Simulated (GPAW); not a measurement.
The O K edge of atom 7 in MgFe2O4 (I4_1/amd), with 1 Mg at 1.98 Å, 2 Fe at 2.02 Å and 1 Fe at 2.04 Å (distorted tetrahedral, site symmetry m), was computed in 3 ways: excited-electron core hole (neutral cell), full core hole (charged cell) and half core hole. Program and functional: GPAW, LDA + U, Gaussian full width 0.9 eV up to 4 eV, rising linearly to 3.5 eV at 25 eV; cells of 14 atoms.

Each run is counted from its own lowest empty level or Fermi level and scaled to a mean of 1 over its first 20 eV.

| E (eV) | run 1 | run 2 | run 3 |
| --- | --- | --- | --- |
| -2.0 | 0.00 | 0.00 | 0.00 |
| -1.5 | 0.00 | 0.00 | 0.00 |
| -1.0 | 0.00 | 0.00 | 0.00 |
| -0.5 | 0.04 | 0.04 | 0.03 |
| 0.0 | 0.34 | 0.33 | 0.12 |
| 0.5 | 0.86 | 0.89 | 0.15 |
| 1.0 | 1.11 | 1.10 | 0.33 |
| 1.5 | 1.26 | 1.48 | 0.61 |
| 2.0 | 0.57 | 0.88 | 0.77 |
| 2.5 | 0.13 | 0.18 | 0.87 |
| 3.0 | 0.12 | 0.11 | 0.36 |
| 3.5 | 0.26 | 0.20 | 0.17 |
| 4.0 | 0.52 | 0.43 | 0.36 |
| 4.5 | 0.71 | 0.60 | 0.56 |
| 5.0 | 1.20 | 0.95 | 0.74 |
| 5.5 | 1.58 | 1.29 | 1.15 |
| 6.0 | 1.47 | 1.20 | 1.59 |
| 6.5 | 1.32 | 1.01 | 1.62 |
| 7.0 | 1.46 | 1.12 | 1.35 |
| 7.5 | 1.59 | 1.26 | 1.27 |
| 8.0 | 1.77 | 1.37 | 1.40 |
| 8.5 | 2.21 | 1.74 | 1.52 |
| 9.0 | 2.57 | 2.30 | 1.80 |
| 9.5 | 2.51 | 2.68 | 2.23 |
| 10.0 | 2.08 | 2.61 | 2.55 |
| 10.5 | 1.62 | 2.20 | 2.49 |
| 11.0 | 1.24 | 1.69 | 2.09 |
| 11.5 | 0.91 | 1.21 | 1.59 |
| 12.0 | 0.64 | 0.83 | 1.17 |
| 12.5 | 0.46 | 0.58 | 0.86 |
| 13.0 | 0.42 | 0.49 | 0.64 |
| 13.5 | 0.50 | 0.55 | 0.52 |
| 14.0 | 0.64 | 0.67 | 0.50 |
| 14.5 | 0.76 | 0.79 | 0.58 |
| 15.0 | 0.83 | 0.86 | 0.69 |
| 15.5 | 0.86 | 0.89 | 0.79 |
| 16.0 | 0.85 | 0.89 | 0.86 |
| 16.5 | 0.82 | 0.86 | 0.90 |
| 17.0 | 0.77 | 0.79 | 0.91 |
| 17.5 | 0.68 | 0.69 | 0.87 |
| 18.0 | 0.60 | 0.60 | 0.80 |
| 18.5 | 0.53 | 0.52 | 0.70 |
| 19.0 | 0.49 | 0.47 | 0.61 |
| 19.5 | 0.48 | 0.46 | 0.55 |
| 20.0 | 0.50 | 0.47 | 0.52 |
| 20.5 | 0.53 | 0.49 | 0.52 |
| 21.0 | 0.56 | 0.53 | 0.54 |
| 21.5 | 0.60 | 0.56 | 0.57 |
| 22.0 | 0.63 | 0.59 | 0.60 |
| 22.5 | 0.66 | 0.62 | 0.63 |
| 23.0 | 0.69 | 0.64 | 0.66 |
| 23.5 | 0.73 | 0.66 | 0.69 |
| 24.0 | 0.75 | 0.68 | 0.71 |
| 24.5 | 0.78 | 0.69 | 0.74 |
| 25.0 | 0.80 | 0.70 | 0.76 |
| 25.5 | 0.82 | 0.71 | 0.78 |
| 26.0 | 0.84 | 0.72 | 0.80 |
| 26.5 | 0.87 | 0.74 | 0.81 |
| 27.0 | 0.91 | 0.78 | 0.83 |
| 27.5 | 0.96 | 0.83 | 0.86 |
| 28.0 | 1.02 | 0.89 | 0.90 |
| 28.5 | 1.08 | 0.96 | 0.96 |
| 29.0 | 1.11 | 1.01 | 1.01 |
| 29.5 | 1.11 | 1.03 | 1.06 |
| 30.0 | 1.08 | 1.03 | 1.09 |
| 30.5 | 1.03 | 0.99 | 1.09 |
| 31.0 | 0.97 | 0.94 | 1.07 |
| 31.5 | 0.90 | 0.88 | 1.03 |
| 32.0 | 0.85 | 0.83 | 0.97 |

Question: Which run is which?

Run 1: full core hole (charged cell) (area from −2 to 6 eV 4.7, main maxima 1.4 eV (1.29), 5.6 eV (1.60), 9.2 eV (2.61) and 15.7 eV (0.86)). Run 2: half core hole (area from −2 to 6 eV 4.6, main maxima 1.5 eV (1.48), 5.6 eV (1.30), 9.7 eV (2.71) and 15.7 eV (0.90)). Run 3: excited-electron core hole (neutral cell) (area from −2 to 6 eV 3.5, main maxima 2.4 eV (0.91), 6.3 eV (1.67), 10.2 eV (2.58) and 16.8 eV (0.91)). 

[Hosts, paths, dates, database ids (printed as entryN), source tags and the programs' standing remarks are cut or masked in the printed files.]

[Lists of maxima count a maximum above −3 eV only where it reaches 4 % of the highest in the window and stands out from its surroundings by 2 % of it (1.5 % where it reaches 55 %); shoulders and weaker maxima are passed over, and of the rest the first, up to two pre-edge ones and the few strongest are named.]
